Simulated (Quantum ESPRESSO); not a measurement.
# SrO (Fm-3m): phonon deformation potentials, worked out

Wanted: the shift of the optical mode of SrO (Fm-3m) in a strained (001) layer.

Method: DFT LDA, scalar-relativistic, plane waves, PseudoDojo norm-conserving pseudopotentials, in Quantum ESPRESSO 7.5.

The database entry behind the starting cell differs from later determinations by our own check (about 0.5 % short), so it need not match the best structure at ambient conditions.

## Step 1: The relaxed structure

It takes space group Fm-3m (No. 225, cubic). Conventional cell: a = 5.061 Å, b = 5.061 Å, c = 5.061 Å, α = 90.00°, β = 90.00°, γ = 90.00°. Nearest to Sr lie 6 O at 2.53 Å. Nearest to O lie 6 Sr at 2.53 Å. Farther neighbours and most contacts between anions are not listed.

This is the cell after its relaxation at this level of theory, not the database cell from which that began.

## Step 2: Uniaxial strain

The relaxed cell is stretched along z alone. This keeps all atoms on sites fixed by symmetry and splits the threefold mode into a singlet, polarised along z, and a doublet. The macroscopic field is left out, so these are transverse modes. Cutoff 92 Ry, k mesh 8×8×8.

From the response at ε_zz = 0.01:

What it wrote:

```text
[banners, grids, parts of the stress and lines that vanish by symmetry left out]
Program PHONON v.7.5
     Reading xml data from directory:

[...]
Exchange-correlation= PW
                           (   1   4   0   0   0   0   0)
[...]
kinetic-energy cut-off    =      92.0000  Ry
     charge density cut-off    =     368.0000  Ry
     convergence threshold     =      1.0E-18
[...]
Exchange-correlation= PW
                           (   1   4   0   0   0   0   0)
[...]
q = (   0.0000000   0.0000000   0.0000000 )
     17 Sym.Ops. (with q -> -q+G )
     G cutoff =  430.5942  (  26341 G-vectors)     FFT grid: ( 45, 45, 45)
     number of k points=    59
[...]
Mode symmetry, D_4h(4/mmm) point group:
[...]
Representation #   1 mode #   1
[...]
End of self-consistent calculation
     Convergence has been achieved
     Representation #   2 mode #   2
[...]
End of self-consistent calculation
     Convergence has been achieved
     Representation #   3 modes #   3   4
[...]
End of self-consistent calculation
     Convergence has been achieved
     Representation #   4 modes #   5   6
[...]
End of self-consistent calculation
     Convergence has been achieved
[...]
q = (    0.000000000   0.000000000   0.000000000 )
[...]
freq (    1) =       0.006493 [THz] =       0.216599 [cm-1]
     freq (    2) =       0.008774 [THz] =       0.292683 [cm-1]
     freq (    3) =       0.008774 [THz] =       0.292683 [cm-1]
     freq (    4) =       5.764462 [THz] =     192.281751 [cm-1]
     freq (    5) =       6.578565 [THz] =     219.437299 [cm-1]
     freq (    6) =       6.578565 [THz] =     219.437299 [cm-1]
[...]
Mode symmetry, D_4h(4/mmm) point group:
     freq (   1-   1) =          0.2  [cm-1]   --> A_2u X_4' M_4'  I
     freq (   2-   3) =          0.3  [cm-1]   --> E_u  X_5' M_5'  I
     freq (   4-   4) =        192.3  [cm-1]   --> A_2u X_4' M_4'  I
     freq (   5-   6) =        219.4  [cm-1]   --> E_u  X_5' M_5'  I

   JOB DONE.
```

```
  ε_zz  singlet (cm⁻¹)  doublet (cm⁻¹)  σ_zz (GPa)  σ_xx (GPa)
 -0.01          241.16          213.24      -2.240      -0.536
-0.005          228.90          215.06      -1.085      -0.266
     0          216.70          216.70      -0.002      -0.002
 0.005          204.50          218.15       1.014       0.256
  0.01          192.28          219.44       1.966       0.508
```

Stress is counted positive in tension.

## Step 3: The fit

To first order ω² − ω₀² = p ε_zz + q (ε_xx + ε_yy) for the mode along z, and likewise for x and y. With ε_zz alone the singlet gives p and the doublet q.

The linear terms of parabolas through ω² are p = -22.55 ω₀² and q = 2.86 ω₀², with ω₀ = 216.7 cm⁻¹. Those of the stresses are C11 = 210 GPa and C12 = 52 GPa. Under hydrostatic strain p and q imply γ = −(p + 2q)/(6 ω₀²) = 2.81.

A layer held to an in-plane strain ε and free along z takes ε_zz = −2 (C12/C11) ε = -0.497 ε. To first order the singlet then shifts by (q − p C12/C11) ε / ω₀ = 1832 ε cm⁻¹. For ε = 0.006, ε_zz = -0.00298, the formulas for ω² predict 227.43 cm⁻¹ for the singlet and 202.51 cm⁻¹ for the doublet.

## Step 4: A biaxially strained cell

This run was no part of the fit.

What it wrote:

```text
[banners, grids, parts of the stress and lines that vanish by symmetry left out]
[banner, memory and clock lines left out]
Program PHONON v.7.5

[...]
Exchange-correlation= PW
                           (   1   4   0   0   0   0   0)
[...]
kinetic-energy cut-off    =      92.0000  Ry
     charge density cut-off    =     368.0000  Ry
     convergence threshold     =      1.0E-18
[...]
Exchange-correlation= PW
                           (   1   4   0   0   0   0   0)
[...]
q = (   0.0000000   0.0000000   0.0000000 )
     17 Sym.Ops. (with q -> -q+G )
     G cutoff =  427.6068  (  26325 G-vectors)     FFT grid: ( 45, 45, 45)
     number of k points=    59
[...]
Mode symmetry, D_4h(4/mmm) point group:
[...]
Representation #   1 mode #   1
[...]
End of self-consistent calculation
     Convergence has been achieved
     Representation #   2 mode #   2
[...]
End of self-consistent calculation
     Convergence has been achieved
     Representation #   3 modes #   3   4
[...]
End of self-consistent calculation
     Convergence has been achieved
     Representation #   4 modes #   5   6
[...]
End of self-consistent calculation
     Convergence has been achieved
[...]
q = (    0.000000000   0.000000000   0.000000000 )
[...]
freq (    1) =       0.036486 [THz] =       1.217047 [cm-1]
     freq (    2) =       0.036486 [THz] =       1.217047 [cm-1]
     freq (    3) =       0.036971 [THz] =       1.233228 [cm-1]
     freq (    4) =       6.083898 [THz] =     202.936986 [cm-1]
     freq (    5) =       6.083898 [THz] =     202.936986 [cm-1]
     freq (    6) =       6.813625 [THz] =     227.278066 [cm-1]
[...]
Mode symmetry, D_4h(4/mmm) point group:
     freq (   1-   1) =          1.2  [cm-1]   --> A_2u X_4' M_4'  I
     freq (   2-   3) =          1.2  [cm-1]   --> E_u  X_5' M_5'  I
     freq (   4-   5) =        202.9  [cm-1]   --> E_u  X_5' M_5'  I
     freq (   6-   6) =        227.3  [cm-1]   --> A_2u X_4' M_4'  I
```

```
   mode  predicted (cm⁻¹)  run (cm⁻¹)
singlet            227.43      227.28
doublet            202.51      202.94
```

The stress along z is -0.010 GPa and that in the plane 1.356 GPa; the unstrained cell carries -0.002 GPa.

## Step 5: Results

| Quantity | Value |
| --- | --- |
| p (in units of the squared frequency) | -22.55 |
| q (same units) | 2.855 |
| shift of the singlet per unit of biaxial strain | 1832 cm⁻¹ |
| C11 and C12 | 210 and 52 GPa |

In words: To first order, one per cent of tensile biaxial strain moves the singlet of SrO (Fm-3m) by 18.3 cm⁻¹ and the doublet by -22.9 cm⁻¹; the formulas miss the test run by up to 0.43 cm⁻¹. In the rock-salt structure this mode is infrared active and has no first-order Raman line. The third potential, r, needs shear strain, which was not run. These are harmonic values at zero temperature.

[Host names and launcher messages were left out of these logs when they were recorded.]

[Logs are printed without paths, hosts, clocks, repeated set-up lines and the standing remarks that a program may print on its own settings, such as how far it seeks lower states.]

[Hosts, paths, dates, database ids (printed as entryN), source tags and the programs' standing remarks are cut or masked in the printed files.]
